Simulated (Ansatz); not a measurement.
# A hypothetical structure for Li2As2Ru, part 2 of 2

Starting from a made-up structure for Li2As2Ru, the aim is the relaxed cell, its shortest contacts and, where a second run follows, its electronic structure.

Ansatz 0.2.0; DFT, PBE, plane-wave PAW, files of the set soft_1, scalar-relativistic, no spin, cell and ions relaxed at zero pressure; PAW set soft_1 (the session's first sound run).

So far: Set-up; Relaxation of the guess. The relaxed cell has a = 3.989, c = 5.939 Å (conventional setting).

## (3) Bands of the relaxed cell

With the geometry fixed, one more self-consistent run, with a narrower smearing and the mesh shown in its input, gives the bands, and its pressure, and its forces where symmetry allows any, show how far the geometry depends on these settings.

This step: DFT, PBE, plane-wave PAW, files of the set soft_1, scalar-relativistic, no spin, bands and density of states at the relaxed cell; PAW set soft_1 (Ansatz 0.2.0).

Contents of input.yaml:

```yaml
crystal:
  lattice:
    - [3.9886355543, 0.0, 0.0]
    - [-1.9943177771, 3.4542597165, 0.0]
    - [0.0, 0.0, 5.9387498977]
  atoms:
    - { symbol: Ru, position: [0.0, 0.0, 0.0] }
    - { symbol: As, position: [0.3333333333, 0.6666666667, 0.1894606218] }
    - { symbol: As, position: [0.6666666667, 0.3333333333, 0.8105393782] }
    - { symbol: Li, position: [0.3333333333, 0.6666666667, 0.65456558] }
    - { symbol: Li, position: [0.6666666667, 0.3333333333, 0.34543442] }
kpoints:
  mp_grid: { grid: [10, 10, 6] }
  band_path:
    path:
      - [[0.0, 0.0, 0.0], [0.5, 0.0, 0.0], [0.33333333, 0.33333333, 0.0], [0.0, 0.0, 0.0], [0.0, 0.0, 0.5], [0.5, 0.0, 0.5], [0.33333333, 0.33333333, 0.5], [0.0, 0.0, 0.5]]
      - [[0.5, 0.0, 0.5], [0.5, 0.0, 0.0]]
      - [[0.33333333, 0.33333333, 0.0], [0.33333333, 0.33333333, 0.5]]
    npoints: 8
scf:
  occupations: { method: fermi_dirac, width: 0.03 }
  n_extra_bands: 9
hamiltonian:
  xc: pbe
  pseudopotentials: { kind: paw, azcp: { folder: soft_1 } }
output:
  forces: true
  stress: true
  write_bands: true
  dos: { projected: true }
  write_density: true
  write_potential: true
  elf: true
  volumetric_format: npy
```

The run is started by

```console
$ ansatz run input.yaml --threads 4 --pin off --max-ram 8192MiB --backend cpu --events-out ev --progress --plain --runs-dir out
```

Numbers of over 12 decimals in the logs are rounded to 6 here.

Output:

```text
[...]
Crystal: 5 atoms, lattice volume = 81.823 Å³
Basis set: ecut = 420 eV, 1591 PW (Γ), exchange–correlation on 54×54×80 points (8 copies of the dense FFT grid, shifted against one another)
Bands: 35, of which v1, the nominal top of the filled ones, is band 26 counted from 1 (25 counted from 0)
Symmetry: 12 space group operations
[...]
k-points: 72 of 600
[...]
SCF iter   1: F=—  HF=-16004.142200 eV  |F-HF|=—  |Δ(HF+E_count)|=         —  Δρ=1.03e-1  dr2=1.92e1  ethr=3.10e-3  ⟨swp⟩=5.7  Hψ=9881  notcnv=0
[...]
SCF iter  10: F=-16001.917466 eV  HF=-16001.917466 eV  |F-HF|=1.57e-8  |Δ(HF+E_count)|=   3.02e-7  Δρ=8.99e-6  dr2=7.83e-8  ethr=1.92e-10  ⟨swp⟩=12.8  Hψ=18130  notcnv=0
SCF 1 converged in 10 iterations: F = -16001.917466 eV  dr2 = 7.83e-8
[...]
NSCF: frozen V_eff on 75 k-points
SCF converged after 10 iterations
Free energy (F): -16001.917466 eV
[...]
Internal energy: -16001.906602 eV  (E = F + TS)
E sigma→0 (E₀):  -16001.912034 eV
Entropy (-TS):   -0.010864 eV (-2.173 meV/atom)
Fermi energy:    9.531394 eV
[...]
--- Forces (eV/Å), atoms counted from 1 ---
  atom   1  Ru    -0.00000000     0.00000000     0.00000000
  atom   2  As     0.00000000     0.00000000     0.00962402
  atom   3  As     0.00000000    -0.00000000    -0.00962402
  atom   4  Li     0.00000000    -0.00000000     0.00364538
  atom   5  Li    -0.00000000     0.00000000    -0.00364538
  max |Σ_I F_I| component: 6.65e-18 eV/Å
--- Stress (GPa, compression-positive) ---
        0.015403      -0.000000      -0.000000
       -0.000000       0.015403       0.000000
       -0.000000       0.000000      -0.164864
  P = ⅓ Tr σ = -0.0447 GPa (-0.447 kbar)
--- Band table (eV; the first three rows and the last of 72) ---
  k-point 0: bands = [... 22 lower, 8.0941, 9.3908, 9.9468, 9.9468, 10.1793, 12.3209, 12.3209, 13.8292, ... 5 higher]
  k-point 1: bands = [... 22 lower, 8.0882, 9.1695, 9.8695, 9.8695, 10.1209, 12.4683, 12.4683, 13.2742, ... 5 higher]
  k-point 2: bands = [... 22 lower, 8.0771, 8.5269, 9.7275, 9.7275, 10.0980, 12.7475, 12.7906, 12.7906, ... 5 higher]
  k-point 71: bands = [... 22 lower, 7.3025, 7.5798, 8.4281, 9.1502, 9.3672, 12.3444, 12.3798, 14.5348, ... 5 higher]
```

Run time: 4.7 s. Hardware: 4 threads of Arm Neoverse V2, shared host; peak memory 0.49 GiB; 17 s of CPU time.

This step gave:

```
free energy             : -16001.9175 eV
energy at zero smearing : -16001.9120 eV
smearing term TS        : 0.01086 eV
Fermi energy            : 9.531 eV
pressure                : -0.04469 GPa
```

From bands.tsv, the bands that come nearest the Fermi level along the path, at its corners, in eV from the Fermi level:

| point | band 24 | band 25 | band 26 | band 27 | band 28 | band 29 | band 30 | band 31 |
| --- | --- | --- | --- | --- | --- | --- | --- | --- |
| Γ | -0.14 | 0.42 | 0.42 | 0.65 | 2.79 | 2.79 | 4.30 | 4.68 |
| M | -1.46 | -1.06 | -0.96 | -0.41 | 2.16 | 3.27 | 5.32 | 5.38 |
| K | -1.62 | -1.30 | -0.16 | -0.16 | 1.92 | 1.92 | 3.73 | 7.43 |
| Γ | -0.14 | 0.42 | 0.42 | 0.65 | 2.79 | 2.79 | 4.30 | 4.68 |
| A | -1.46 | 0.13 | 0.13 | 0.58 | 3.02 | 3.45 | 3.45 | 5.14 |
| L | -1.08 | -0.94 | -0.79 | -0.30 | 2.26 | 2.69 | 3.36 | 5.57 |
| H | -2.17 | -1.13 | -0.27 | -0.27 | 2.90 | 2.90 | 5.25 | 5.25 |
| A | -1.46 | 0.13 | 0.13 | 0.58 | 3.02 | 3.45 | 3.45 | 5.14 |
| L | -1.08 | -0.94 | -0.79 | -0.30 | 2.26 | 2.69 | 3.36 | 5.57 |
| M | -1.46 | -1.06 | -0.96 | -0.41 | 2.16 | 3.27 | 5.32 | 5.38 |
| K | -1.62 | -1.30 | -0.16 | -0.16 | 1.92 | 1.92 | 3.73 | 7.43 |
| H | -2.17 | -1.13 | -0.27 | -0.27 | 2.90 | 2.90 | 5.25 | 5.25 |

States per cell as run, both spins, in windows of 1 eV, from dos.tsv (zero at the Fermi level):

| from | to | total |
| --- | --- | --- |
| -8 | -7 | 0.00 |
| -7 | -6 | 0.00 |
| -6 | -5 | 0.33 |
| -5 | -4 | 3.02 |
| -4 | -3 | 3.06 |
| -3 | -2 | 3.18 |
| -2 | -1 | 2.17 |
| -1 | 0 | 4.25 |
| 0 | 1 | 1.96 |
| 1 | 2 | 0.81 |
| 2 | 3 | 3.17 |
| 3 | 4 | 0.27 |
| 4 | 5 | 1.73 |
| 5 | 6 | 2.47 |

A further 36.0 states lie below the table's range.

ELF in the ac plane at fractional y = 0.333, with atoms of As and Li within 0.2 Å of it. It is the smooth field of the valence electrons, not physical close to the nuclei.

Ten even steps from '_' (0.02) to '@' (0.98), each cell a mean:
```
::::::::::--==++++++++++++--
::::::::::==++++==--==++**++
==::::::--++**++::__..==****
++--::::==****==..____--****
++--::::==****++--..::==****
==::....--******++==++******
--..__..::++**############**
::______..==**##########**++
..______..::==**********==--
..______....::::::::::::::..
..::::::....______________..
::------::..____--**==______
====++++==::__..##@@%%::__..
++++**++++--..__++@@##..__::
++******++==::____::..__..--
++******++==--__________::==
++++++++++==--..______..::--
--========--::..______..::::
::::----::::::::::::::::::::
::::::::::::::--======----::
```
Columns run along a (4.0 Å), rows up along c (5.9 Å). Atoms in or near the plane, at fractional coordinates: As at (0.67, 0.81), Li at (0.67, 0.35).

Valence density in the ac plane at fractional y = 0.333, with atoms of As and Li within 0.2 Å of it. It is the smooth field of the valence electrons, not physical close to the nuclei.

Ten steps, logarithmic in the rise over the least value, from '0' (0 e/Å³) to '9' (36 e/Å³), each cell a mean:
```
11111111121111
11111112344211
10000114788521
00000114899621
00000113687421
00000012344211
00000001111110
00000000111000
00000000000000
00000000000000
00000000010000
00000000243100
00000001465300
00000001465200
01110000121000
11111000000000
11111000000000
11111000000000
11111000000000
11111100010000
```
Columns run along a (4.0 Å), rows up along c (5.9 Å). Atoms in or near the plane, at fractional coordinates: As at (0.67, 0.81), Li at (0.67, 0.35).

Electrostatic potential energy in the ac plane at fractional y = 0.333, with atoms of As and Li within 0.2 Å of it. With pseudopotentials it is smooth inside the atoms' cores, unlike the true potential.

Values in eV, 20 rows by 14 columns, each cell a mean:
```
  9   8   7   7   9   9   8   2  -4  -7  -6  -1   6   9
  9   9   9   9   9   9   4  -7  -6  -1  -3  -7  -1   7
 10  11  11  11  10   7  -3  -4   9  12  12   1  -6   4
 10  11  11  11  11   7  -4  -1  12  12  12   5  -7   3
 10  11  11  11  11   8  -2  -5   7  12  10  -1  -6   5
 11  11  11  11  11   9   4  -7  -5   0  -3  -7   0   8
 11  11  11  11  11  11   9   4  -1  -4  -3   2   8  10
 11  11  11  11  11  11  11  10   8   7   8   9  11  11
 12  12  11  11  12  12  12  11  10  10  10  11  11  12
 12  12  12  12  12  12  11  10   9   9   9  10  11  12
 12  12  12  12  12  11  10   7   2  -2   0   5   9  11
 12  12  12  12  12  11   9   1  -9 -12 -11  -3   7  10
 11  12  12  12  11  10   8  -5 -14 -14 -14  -9   5   9
 11  11  11  11  11  10   8  -3 -13 -14 -14  -7   5   9
 10   9   9   9  10  10   9   5  -3  -9  -6   2   8  10
  9   8   7   7   9  10  10   9   7   5   6   8  10  10
  9   7   6   7   8  10  11  11  10  10  10  11  11  11
  9   7   6   7   8  10  11  12  12  11  12  12  12  11
  9   7   5   6   8  10  11  12  11  11  11  11  11  11
  9   6   5   6   8  10  11  10   8   7   8   9  10  10
```
Columns run along a (4.0 Å; values clipped at the 3rd and 97th percentile), rows up along c (5.9 Å). Atoms in or near the plane, at fractional coordinates: As at (0.67, 0.81), Li at (0.67, 0.35).

## (4) Results

- space group, relaxed: P-3m1
- conventional cell: a = 3.989, b = 3.989, c = 5.939 Å; α = 90.0°, β = 90.0°, γ = 120.0°
- volume per atom: 16.36 Å³ (guess 12.86)

In words: Li2As2Ru relaxes to P-3m1 with a = 3.989, b = 3.989 and c = 5.939 Å. The guessed volume was 21 % too small. The space group P-3m1 was held in the relaxation, so the end point is a stationary structure within it and may be a saddle against distortions or other arrangements. Bands cross the Fermi level, so it is a metal or semimetal at this level. On the 10×10×6 mesh with the narrower smearing (relaxed on 9×9×5) the largest force component is 0.010 eV/Å and the largest stress component is 0.165 GPa, against the relaxation's thresholds of 0.015 eV/Å and 0.05 GPa. The cutoff wasn't tested. A vector of the cell changed its length by 12 %, more than the volume shows. No dispersion term is used, so weakly bound directions may come out too long. The runs have no spin, and magnetism wasn't tested. Nothing here tests whether the compound is stable against decomposition.

[Logs are printed without paths, hosts, clocks, repeated set-up lines and the standing remarks that a program may print on its own settings, such as how far it seeks lower states.]

[Hosts, paths, dates, database ids (printed as entryN), source tags and the programs' standing remarks are cut or masked in the printed files.]
